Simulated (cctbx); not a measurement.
# What is wrong with this refinement?

Cell a = 7.6660 Å, b = 7.6660 Å, c = 4.1090 Å, α = 90.00°, β = 90.00°, γ = 120.00°; space group P-6m2 (no. 187). The compound is Cr6IrPb4.

The data are simulated with cctbx, not measured: synchrotron X-rays, λ = 0.6889 Å, to d = 0.65 Å, 50 % of the full sphere, strongest reflection 70000 counts, noise from counting, a 3 % proportional error and a noise floor of 2 counts (s.d.); no absorption, and some extinction, which the refinements don't model.

An anisotropic refinement with weights 1/σ² prints:

```text
Rint 0.024, 351 unique reflections to 0.65 A
cycle     R1     wR2    GooF  max shift (A)
   1  0.0232  0.0618   2.980   0.00292
   2  0.0204  0.0510   2.457   0.00000
final R1 0.0204 wR2 0.0510 GooF 2.457  parameters 16  data/parameter 21.9
atom        x        y        z      Ueq    occ   su(xyz)  su(Uiso or U11)
Pb1    0.61225  0.80613  0.50000   0.0176  1.000  0.00007  0.0002
Pb2    0.66667  0.33333  0.00000   0.0168  1.000  0.00000  0.0002
Ir1    0.00000  0.00000  0.00000   0.0156  1.000  0.00000  0.0002
Cr1    0.40243  0.20121  0.50000   0.0241  1.000  0.00045  0.0013
Cr2    0.07111  0.53556  0.00000   0.0266  1.000  0.00046  0.0013
difference map: max 0.81 min -1.43 rms 0.24
Q1    0.0828  0.4818  0.0000    6    0.82  0.46 A from Cr2
Q2    0.0907  0.1814  0.5000    3    0.70  1.37 A from Pb1
Q3    0.4773  0.2387  0.5000    3    0.67  0.50 A from Cr1
Q4    0.3446  0.1723  0.5000    3    0.60  0.38 A from Cr1
Q5    0.2435  0.6218  0.3238    6    0.58  1.76 A from Cr2
Q6    0.0000  0.0000  0.0860    2    0.51  0.35 A from Ir1
```

**Question.** Can this result stand? If not, what is the likely fault?

Mend it. The fault: anomalous dispersion left out. Against the right model at the same level, R1 goes from 0.0094 to 0.0204 and GooF from 0.99 to 2.46. No atom is wrong: without f′ and f″ the atoms near an edge get the wrong scattering power, which U and the scale absorb. The signs are weak, and the output alone doesn't single this fault out.

The compound is Cr6IrPb4. The right model at the same level gives:

```text
Rint 0.024, 351 unique reflections to 0.65 A
cycle     R1     wR2    GooF  max shift (A)
   1  0.0112  0.0266   1.283   0.00138
   2  0.0094  0.0206   0.992   0.00000
final R1 0.0094 wR2 0.0206 GooF 0.992  parameters 16  data/parameter 21.9
atom        x        y        z      Ueq    occ   su(xyz)  su(Uiso or U11)
Pb1    0.61219  0.80610  0.50000   0.0171  1.000  0.00003  0.0001
Pb2    0.66667  0.33333  0.00000   0.0163  1.000  0.00000  0.0001
Ir1    0.00000  0.00000  0.00000   0.0161  1.000  0.00000  0.0001
Cr1    0.40178  0.20089  0.50000   0.0267  1.000  0.00018  0.0005
Cr2    0.07105  0.53553  0.00000   0.0289  1.000  0.00018  0.0005
Flack x: -0.006(14)
Hooft y: -0.010(13)  Bijvoet pairs: 157
difference map: max 0.53 min -1.44 rms 0.23
Q1    0.2455  0.6227  0.3139    6    0.54  1.73 A from Cr2
Q2    0.0663  0.4160  0.3545   12    0.49  1.25 A from Pb1
Q3    0.0839  0.1679  0.5000    3    0.45  1.46 A from Pb1
Q4    0.2336  0.4672  0.1236    6    0.45  1.63 A from Pb1
Q5    0.5886  0.1773  0.2297    6    0.44  1.40 A from Pb2
Q6    0.0427  0.2086  0.2187   12    0.42  1.72 A from Ir1
```

The model was made for the exercise: a known structure type with other elements put in, its volume estimated, not relaxed; displacement parameters are assumed.

[Middle refinement cycles are left out of these outputs.]

[Logs are printed without paths, hosts, clocks, repeated set-up lines and the standing remarks that a program may print on its own settings, such as how far it seeks lower states.]
